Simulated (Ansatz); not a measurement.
# Resistivity from frozen vibrations: Au(111) with 4 thermally displaced layers, 2x2, part 2 of 2

Wanted: the phonon-limited resistivity of Au at 800 K by the Landauer route.

Ansatz 0.2.0; Ansatz plane-wave DFT, PBE, PAW files; ballistic transport by layer matching (Landauer), zero bias; PAW set soft_1.

So far. Step 2 (With 4 displaced layers): Over the solved energies the transmission per spin lies between 2.93 and 2.96, out of 3.21 channels of the lead on average (up to 3.21).

### Step 3. With 8 displaced layers

Each atom of 8 layers is moved at random, by amounts drawn from a normal law 0.1474 Å wide in each direction from the Debye model (165 K) at 800 K. A fresh draw is used; the growth of the resistance with length is what counts.

System of this step: Au(111) with 8 thermally displaced layers, 2x2. The cell holds 56 atoms: 56 Au. Cell: a = 5.768 Å, b = 5.768 Å, c = 33.006 Å, α = 87.5°, β = 92.5°, γ = 120.0°. It derives from Au. Regions: lead, 24 atoms (24 Au); scattering region, 32 atoms (32 Au). The structure is stacked along c, and the current runs across the ab planes.

File input.yaml:

```yaml
crystal:
  lattice:
    - [5.7675164607, 0.0, 0.0]
    - [-2.8837582304, 4.9948157718, 0.0]
    - [-1.4418791152, 0.8324692953, 32.9641022945]
  atoms:
    - { symbol: Au, position: [0.005952381, 0.994047619, 0.0357142857] }
    - { symbol: Au, position: [0.005952381, 0.494047619, 0.0357142857] }
    - { symbol: Au, position: [0.505952381, 0.994047619, 0.0357142857] }
    - { symbol: Au, position: [0.505952381, 0.494047619, 0.0357142857] }
    - { symbol: Au, position: [0.1845238095, 0.3154761905, 0.1071428571] }
    - { symbol: Au, position: [0.1845238095, 0.8154761905, 0.1071428571] }
    - { symbol: Au, position: [0.6845238095, 0.3154761905, 0.1071428571] }
    - { symbol: Au, position: [0.6845238095, 0.8154761905, 0.1071428571] }
    - { symbol: Au, position: [0.3630952381, 0.1369047619, 0.1785714286] }
    - { symbol: Au, position: [0.3630952381, 0.6369047619, 0.1785714286] }
    - { symbol: Au, position: [0.8630952381, 0.1369047619, 0.1785714286] }
    - { symbol: Au, position: [0.8630952381, 0.6369047619, 0.1785714286] }
    - { symbol: Au, position: [0.1073960856, 0.9968847494, 0.2515983799] }
    - { symbol: Au, position: [0.0112027493, 0.4577125149, 0.2529360768] }
    - { symbol: Au, position: [0.5148848721, 0.9696756928, 0.2519225606] }
    - { symbol: Au, position: [0.5414901904, 0.4238750609, 0.2470405427] }
    - { symbol: Au, position: [0.1931138376, 0.2439364048, 0.3292078748] }
    - { symbol: Au, position: [0.2122237669, 0.7896648188, 0.3202721086] }
    - { symbol: Au, position: [0.7806740718, 0.318262784, 0.3242612339] }
    - { symbol: Au, position: [0.6651885858, 0.78078801, 0.3244863502] }
    - { symbol: Au, position: [0.4167119916, 0.0815936091, 0.4010060682] }
    - { symbol: Au, position: [0.355990001, 0.5809672064, 0.3970391434] }
    - { symbol: Au, position: [0.9297562335, 0.160154413, 0.3937002928] }
    - { symbol: Au, position: [0.8762379492, 0.5908593209, 0.3879770041] }
    - { symbol: Au, position: [0.0544574899, 0.9407936436, 0.4668849719] }
    - { symbol: Au, position: [0.1005952524, 0.3990863231, 0.4718402284] }
    - { symbol: Au, position: [0.5929478688, 0.9694133359, 0.4623500844] }
    - { symbol: Au, position: [0.5630355402, 0.4292230821, 0.4688988766] }
    - { symbol: Au, position: [0.2504269038, 0.2277643766, 0.5297156956] }
    - { symbol: Au, position: [0.2282827284, 0.7581475218, 0.5401407662] }
    - { symbol: Au, position: [0.7365474242, 0.2116848989, 0.539618957] }
    - { symbol: Au, position: [0.7131615644, 0.7225371292, 0.5384917811] }
    - { symbol: Au, position: [0.3822734515, 0.0773141947, 0.604541475] }
    - { symbol: Au, position: [0.4363506823, 0.5630910555, 0.6080468115] }
    - { symbol: Au, position: [0.9421353634, 0.0420322301, 0.6134981833] }
    - { symbol: Au, position: [0.9664050129, 0.5895122732, 0.6123526982] }
    - { symbol: Au, position: [0.1457415354, 0.9117630162, 0.6789095201] }
    - { symbol: Au, position: [0.0740568052, 0.3834922541, 0.675129783] }
    - { symbol: Au, position: [0.5801171002, 0.8949572974, 0.6760285975] }
    - { symbol: Au, position: [0.5715779548, 0.3559185003, 0.679771921] }
    - { symbol: Au, position: [0.3203422469, 0.2473785769, 0.7499377668] }
    - { symbol: Au, position: [0.3398512139, 0.7488665216, 0.7551441029] }
    - { symbol: Au, position: [0.7495904533, 0.2443471347, 0.7515189467] }
    - { symbol: Au, position: [0.8082633385, 0.7190055105, 0.7517118771] }
    - { symbol: Au, position: [0.4702380952, 0.0297619048, 0.8214285714] }
    - { symbol: Au, position: [0.4702380952, 0.5297619048, 0.8214285714] }
    - { symbol: Au, position: [0.9702380952, 0.0297619048, 0.8214285714] }
    - { symbol: Au, position: [0.9702380952, 0.5297619048, 0.8214285714] }
    - { symbol: Au, position: [0.1488095238, 0.8511904762, 0.8928571429] }
    - { symbol: Au, position: [0.1488095238, 0.3511904762, 0.8928571429] }
    - { symbol: Au, position: [0.6488095238, 0.8511904762, 0.8928571429] }
    - { symbol: Au, position: [0.6488095238, 0.3511904762, 0.8928571429] }
    - { symbol: Au, position: [0.3273809524, 0.1726190476, 0.9642857143] }
    - { symbol: Au, position: [0.3273809524, 0.6726190476, 0.9642857143] }
    - { symbol: Au, position: [0.8273809524, 0.1726190476, 0.9642857143] }
    - { symbol: Au, position: [0.8273809524, 0.6726190476, 0.9642857143] }
kpoints:
  mp_grid: { grid: [5, 5, 1] }
hamiltonian:
  xc: pbe
  pseudopotentials: { kind: paw, azcp: { folder: soft_1 } }
scf:
  occupations: { method: fermi_dirac, width: 0.1 }
output:
  transmission:
    leads: [[0, 4]]
    kmesh: [10, 10]
    e_range: [-0.05, 0.05]
    de: 0.05
  write_potential: true
  write_density: true
  volumetric_format: npy
```

Command:

```
$ ansatz run input.yaml --threads 4 --pin off --max-ram 15360MiB --backend cpu --events-out ev --progress --plain --runs-dir out
```

Numbers of over 12 decimals in the logs are rounded to 6 here.

Log:

```text
[...]
Crystal: 56 atoms, lattice volume = 949.619 Å³
Basis set: ecut = 420 eV, 18659 PW (Γ)
Bands: 639, of which v1, the nominal top of the filled ones, is band 532 counted from 1 (531 counted from 0)
Symmetry: 1 space group operations
[...]
k-points: 13 of 25 (time reversal used)
[...]
SCF iter   1: F=—  HF=-736469.578763 eV  |F-HF|=—  |Δ(HF+E_count)|=         —  Δρ=6.71e-2  dr2=4.66e1  ethr=3.10e-3  ⟨swp⟩=4.0  Hψ=24661  notcnv=0  defer=285
[...]
SCF iter  11: F=-736455.845667 eV  HF=-736455.845667 eV  |F-HF|=1.92e-8  |Δ(HF+E_count)|=   7.22e-9  Δρ=7.18e-7  dr2=2.35e-8  ethr=9.40e-12  ⟨swp⟩=7.2  Hψ=30865  notcnv=0
SCF 1 converged in 11 iterations: F = -736455.845667 eV  dr2 = 2.35e-8
[...]
transmission: 234 of 2340 steps passed
transmission: 468 of 2340 steps passed
[...]
transmission: 2340 of 2340 steps passed
SCF converged after 11 iterations
Free energy (F): -736455.845667 eV
[...]
Internal energy: -736455.192115 eV  (E = F + TS)
E sigma→0 (E₀):  -736455.518891 eV
Entropy (-TS):   -0.653551 eV (-11.671 meV/atom)
Fermi energy:    20.733067 eV
[...]
--- Band table (eV; the first three rows and the last of 13) ---
  k-point 0: bands = [... 528 lower, 20.9708, 21.1394, 21.2009, 21.2947, 21.4040, 21.4446, 21.4761, 21.5268, ... 103 higher]
  k-point 1: bands = [... 528 lower, 20.4367, 20.5315, 20.6289, 20.6863, 20.7673, 20.8048, 20.8799, 20.9139, ... 103 higher]
  k-point 2: bands = [... 528 lower, 20.4816, 20.5523, 20.6002, 20.6796, 20.7663, 20.8197, 20.9195, 21.0299, ... 103 higher]
  k-point 12: bands = [... 528 lower, 19.9297, 19.9971, 20.2232, 20.7664, 20.9370, 21.1668, 21.2534, 21.2996, ... 103 higher]
--- Transmission ---
  basis      : 253 plane waves across, 45 finite elements along
  points     : 52, standing for a mesh of 10 x 10
[...]
channels       : 3.210000e0 a spin
[...]
junction   : crystal 0 to crystal 0, 0.70 to 31.31 Å
    transmission   : 2.695427e0 a spin
[...]
```

Run time: 24 min. Hardware: 4 threads of Arm Neoverse V1, shared host; peak memory 8 GiB; 1.6 h of CPU time.

This step gave:

```yaml
free_energy: -736455.8457 eV
energy_at_zero_smearing: -736455.5189 eV
fermi_energy: 20.73 eV
transmission_per_spin_nearest_the_fermi_level: 2.695
step_of_the_lead_s_potential: 6.5 meV
```

Per spin. The transmission, zone mean by energy, zero at the Fermi level:

```tsv
energy (eV)	transmission, zone mean
-0.0500	2.68
0.0000	2.70
0.0500	2.72
```

Over the solved energies the transmission per spin lies between 2.68 and 2.72, out of 3.21 channels of the lead on average (up to 3.21).

### Step 4. With 12 displaced layers

Each atom of 12 layers is moved at random, by amounts drawn from a normal law 0.1474 Å wide in each direction from the Debye model (165 K) at 800 K. A fresh draw is used; the growth of the resistance with length is what counts.

System of this step: Au(111) with 12 thermally displaced layers, 2x2. The cell holds 72 atoms: 72 Au. Its edges and angles: a = 5.768 Å, b = 5.768 Å, c = 42.382 Å, α = 90.0°, β = 90.0°, γ = 120.0°. It derives from Au. Regions: lead, 24 atoms (24 Au); scattering region, 48 atoms (48 Au). The structure is stacked along c, and the current runs across the ab planes.

File input.yaml:

```yaml
crystal:
  lattice:
    - [5.7675164607, 0.0, 0.0]
    - [-2.8837582304, 4.9948157718, 0.0]
    - [0.0, 0.0, 42.3824172358]
  atoms:
    - { symbol: Au, position: [0.0, 0.0, 0.0277777778] }
    - { symbol: Au, position: [0.0, 0.5, 0.0277777778] }
    - { symbol: Au, position: [0.5, 0.0, 0.0277777778] }
    - { symbol: Au, position: [0.5, 0.5, 0.0277777778] }
    - { symbol: Au, position: [0.1666666667, 0.3333333333, 0.0833333333] }
    - { symbol: Au, position: [0.1666666667, 0.8333333333, 0.0833333333] }
    - { symbol: Au, position: [0.6666666667, 0.3333333333, 0.0833333333] }
    - { symbol: Au, position: [0.6666666667, 0.8333333333, 0.0833333333] }
    - { symbol: Au, position: [0.3333333333, 0.1666666667, 0.1388888889] }
    - { symbol: Au, position: [0.3333333333, 0.6666666667, 0.1388888889] }
    - { symbol: Au, position: [0.8333333333, 0.1666666667, 0.1388888889] }
    - { symbol: Au, position: [0.8333333333, 0.6666666667, 0.1388888889] }
    - { symbol: Au, position: [0.0028679872, 0.9894059846, 0.1878294114] }
    - { symbol: Au, position: [0.9853540335, 0.4762763113, 0.1982019035] }
    - { symbol: Au, position: [0.493850402, 0.0024639354, 0.1914890031] }
    - { symbol: Au, position: [0.4867770527, 0.4996595795, 0.1892774148] }
    - { symbol: Au, position: [0.1727874375, 0.3302024071, 0.2458753523] }
    - { symbol: Au, position: [0.112933932, 0.8484770522, 0.2489648235] }
    - { symbol: Au, position: [0.6496330996, 0.326362776, 0.2563187975] }
    - { symbol: Au, position: [0.6666720012, 0.8358900672, 0.2448270648] }
    - { symbol: Au, position: [0.3889839875, 0.1937480861, 0.3092669977] }
    - { symbol: Au, position: [0.3480803759, 0.6937234928, 0.3068459321] }
    - { symbol: Au, position: [0.8467617857, 0.1621743993, 0.3004284854] }
    - { symbol: Au, position: [0.8310762979, 0.6095526178, 0.3047209113] }
    - { symbol: Au, position: [0.9793809041, 0.9692179806, 0.3632439227] }
    - { symbol: Au, position: [0.9884315878, 0.4871049926, 0.3629194338] }
    - { symbol: Au, position: [0.5083167001, 0.0409984109, 0.3623336836] }
    - { symbol: Au, position: [0.4591805523, 0.4426112861, 0.3565619577] }
    - { symbol: Au, position: [0.1937018347, 0.3318396572, 0.4156817871] }
    - { symbol: Au, position: [0.1897421984, 0.7954734781, 0.414629396] }
    - { symbol: Au, position: [0.6632396255, 0.350640204, 0.4143584915] }
    - { symbol: Au, position: [0.6272966994, 0.7859542669, 0.4192037832] }
    - { symbol: Au, position: [0.346909605, 0.1526054923, 0.4727904169] }
    - { symbol: Au, position: [0.2933269571, 0.6527401955, 0.4770155657] }
    - { symbol: Au, position: [0.8709003442, 0.234861481, 0.4694838917] }
    - { symbol: Au, position: [0.8452814323, 0.6608959368, 0.4741904775] }
    - { symbol: Au, position: [0.9915332404, 0.9834351602, 0.524759684] }
    - { symbol: Au, position: [0.0772337716, 0.4977170121, 0.5207626171] }
    - { symbol: Au, position: [0.4934270323, 0.0200136444, 0.5260384472] }
    - { symbol: Au, position: [0.5495701284, 0.5295877097, 0.5272478522] }
    - { symbol: Au, position: [0.1397663771, 0.3036747023, 0.580898428] }
    - { symbol: Au, position: [0.1467846248, 0.8688834024, 0.5888667489] }
    - { symbol: Au, position: [0.6171169386, 0.2984536914, 0.5771813838] }
    - { symbol: Au, position: [0.5961834892, 0.7416438383, 0.579359799] }
    - { symbol: Au, position: [0.3613840127, 0.1564634782, 0.6418616476] }
    - { symbol: Au, position: [0.3468188472, 0.7186361425, 0.639581889] }
    - { symbol: Au, position: [0.8612382849, 0.2420063626, 0.6377601803] }
    - { symbol: Au, position: [0.8050958111, 0.6726264281, 0.6387537972] }
    - { symbol: Au, position: [0.0136559201, 0.9727962051, 0.6972437347] }
    - { symbol: Au, position: [0.0119442635, 0.4802919276, 0.6950123054] }
    - { symbol: Au, position: [0.5133844987, 0.0692410294, 0.6919950229] }
    - { symbol: Au, position: [0.4726882008, 0.4685397443, 0.6932404261] }
    - { symbol: Au, position: [0.1778478466, 0.3559961039, 0.7478763597] }
    - { symbol: Au, position: [0.1410126362, 0.7915229299, 0.7471217966] }
    - { symbol: Au, position: [0.752478875, 0.3640676254, 0.7472817365] }
    - { symbol: Au, position: [0.6180814797, 0.8045371329, 0.7499245461] }
    - { symbol: Au, position: [0.3232354429, 0.1446954343, 0.8010800745] }
    - { symbol: Au, position: [0.376358927, 0.67999903, 0.8042525823] }
    - { symbol: Au, position: [0.8198776486, 0.1510365584, 0.7953422209] }
    - { symbol: Au, position: [0.8204903406, 0.6350674929, 0.8020676156] }
    - { symbol: Au, position: [0.0, 0.0, 0.8611111111] }
    - { symbol: Au, position: [0.0, 0.5, 0.8611111111] }
    - { symbol: Au, position: [0.5, 0.0, 0.8611111111] }
    - { symbol: Au, position: [0.5, 0.5, 0.8611111111] }
    - { symbol: Au, position: [0.1666666667, 0.3333333333, 0.9166666667] }
    - { symbol: Au, position: [0.1666666667, 0.8333333333, 0.9166666667] }
    - { symbol: Au, position: [0.6666666667, 0.3333333333, 0.9166666667] }
    - { symbol: Au, position: [0.6666666667, 0.8333333333, 0.9166666667] }
    - { symbol: Au, position: [0.3333333333, 0.1666666667, 0.9722222222] }
    - { symbol: Au, position: [0.3333333333, 0.6666666667, 0.9722222222] }
    - { symbol: Au, position: [0.8333333333, 0.1666666667, 0.9722222222] }
    - { symbol: Au, position: [0.8333333333, 0.6666666667, 0.9722222222] }
kpoints:
  mp_grid: { grid: [5, 5, 1] }
hamiltonian:
  xc: pbe
  pseudopotentials: { kind: paw, azcp: { folder: soft_1 } }
scf:
  occupations: { method: fermi_dirac, width: 0.1 }
output:
  transmission:
    leads: [[0, 4]]
    kmesh: [10, 10]
    e_range: [-0.05, 0.05]
    de: 0.05
  write_potential: true
  write_density: true
  volumetric_format: npy
```

Log:

```text
[...]
Crystal: 72 atoms, lattice volume = 1220.939 Å³
Basis set: ecut = 420 eV, 23937 PW (Γ)
Bands: 821, of which v1, the nominal top of the filled ones, is band 684 counted from 1 (683 counted from 0)
Symmetry: 1 space group operations
[...]
k-points: 13 of 25 (time reversal used)
[...]
SCF iter   1: F=—  HF=-946884.538376 eV  |F-HF|=—  |Δ(HF+E_count)|=         —  Δρ=6.70e-2  dr2=5.99e1  ethr=3.10e-3  ⟨swp⟩=4.0  Hψ=31692  notcnv=0  defer=373
[...]
SCF iter  12: F=-946866.977384 eV  HF=-946866.977384 eV  |F-HF|=7.92e-9  |Δ(HF+E_count)|=   1.05e-9  Δρ=2.50e-7  dr2=8.93e-9  ethr=7.31e-12  ⟨swp⟩=2.0  Hψ=18629  notcnv=0
SCF 1 converged in 12 iterations: F = -946866.977384 eV  dr2 = 8.93e-9
[...]
transmission: 278 of 2756 steps passed
transmission: 552 of 2756 steps passed
[...]
transmission: 2756 of 2756 steps passed
SCF converged after 12 iterations
Free energy (F): -946866.977384 eV
[...]
Internal energy: -946866.213821 eV  (E = F + TS)
E sigma→0 (E₀):  -946866.595602 eV
Entropy (-TS):   -0.763564 eV (-10.605 meV/atom)
Fermi energy:    20.717901 eV
[...]
--- Band table (eV; the first three rows and the last of 13) ---
  k-point 0: bands = [... 680 lower, 20.9949, 21.2113, 21.2477, 21.3027, 21.3306, 21.3949, 21.4138, 21.5003, ... 133 higher]
  k-point 1: bands = [... 680 lower, 20.5041, 20.5821, 20.6095, 20.6670, 20.7193, 20.8067, 20.8295, 20.9208, ... 133 higher]
  k-point 2: bands = [... 680 lower, 20.5247, 20.5579, 20.5833, 20.6666, 20.7107, 20.7635, 20.8070, 20.8399, ... 133 higher]
  k-point 12: bands = [... 680 lower, 20.0568, 20.2875, 20.3498, 20.6951, 20.7523, 21.0509, 21.0802, 21.4130, ... 133 higher]
--- Transmission ---
  basis      : 253 plane waves across, 53 finite elements along
  points     : 52, standing for a mesh of 10 x 10
[...]
channels       : 3.210000e0 a spin
[...]
junction   : crystal 0 to crystal 0, 0.70 to 40.73 Å
    transmission   : 2.487225e0 a spin
[...]
```

It took 40 min on 4 threads; peak memory 9.8 GiB; 2.6 h of CPU time.

This step gave:

```yaml
free_energy: -946866.9774 eV
energy_at_zero_smearing: -946866.5956 eV
fermi_energy: 20.72 eV
transmission_per_spin_nearest_the_fermi_level: 2.487
step_of_the_lead_s_potential: 14.5 meV
```

Per spin. Transmission, zone mean against energy, zero at the Fermi level:

```tsv
energy (eV)	transmission, zone mean
-0.0500	2.46
0.0000	2.49
0.0500	2.51
```

Over the solved energies the transmission per spin lies between 2.46 and 2.51, out of 3.21 channels of the lead on average (up to 3.21).

### Step 5. The fit

This step: Ansatz plane-wave DFT, PBE, PAW files; ballistic transport by layer matching (Landauer), zero bias; resistivity from the slope of the area resistance; PAW set soft_1 (Ansatz 0.2.0).

Numbers from this step:

```
resistivity           : 12.32 µΩ cm
intercept             : -0.01166 fΩ m²
scatter about the fit : 4.10e-4 fΩ m²
```

Resistance, by row:

```tsv
run	length (Å)	T	channels N	RA (fΩ m²)
n4	9.418	2.944	3.21	0.1046
n8	18.84	2.698	3.21	0.2198
n12	28.25	2.487	3.21	0.3366
```

Area resistance against length of the displaced region:

```tsv
length of the displaced region (Å)	area resistance (fΩ m²)
9.42	0.105
18.84	0.220
28.25	0.337
```

The area resistance goes from 0.10 to 0.34 fΩ m² between 9.4 and 28.3 Å, a slope of 12 µΩ cm.

By hand from the end points: (0.3366 − 0.1046) fΩ m² / (28.25 − 9.42) Å = 12 µΩ cm, since 1 fΩ m² per Å is 1000 µΩ cm.

### Step 6. Summary of results

| Quantity | Value |
| --- | --- |
| resistivity from the slope | 12.3 µΩ cm |
| area resistance over 9.42 Å | 0.105 fΩ m² |
| area resistance over 18.8 Å | 0.220 fΩ m² |
| area resistance over 28.3 Å | 0.337 fΩ m² |

What this shows: The slope gives 12 µΩ cm. The points scatter by 4.1e-4 fΩ m² about the line, with one random draw a length in a 2x2 cell, so the slope is a rough value. The mean square of the displacements drawn is 0.78, 0.99 and 1.2 of the nominal one at the three lengths; with each resistance scaled back by that, the slope is 8.1 µΩ cm, the value used below. Read with a model of isotropic scattering on a spherical Fermi surface and the lead's 0.86×10¹⁵ S/m², this slope means a mean free path near 123 Å; over these lengths the model's slope is 1.14 times its bulk resistivity, which would be 7.1 µΩ cm. Uncorrelated displacements put too much weight on short waves, which scatter strongly; with the sideways repeat of a small cell, one draw and three short lengths, the method is good to a factor of two or three. Spin-orbit coupling is left out, which matters for Au.

[Logs are printed without paths, hosts, clocks, repeated set-up lines and the standing remarks that a program may print on its own settings, such as how far it seeks lower states.]

[Hosts, paths, dates, database ids (printed as entryN), source tags and the programs' standing remarks are cut or masked in the printed files.]
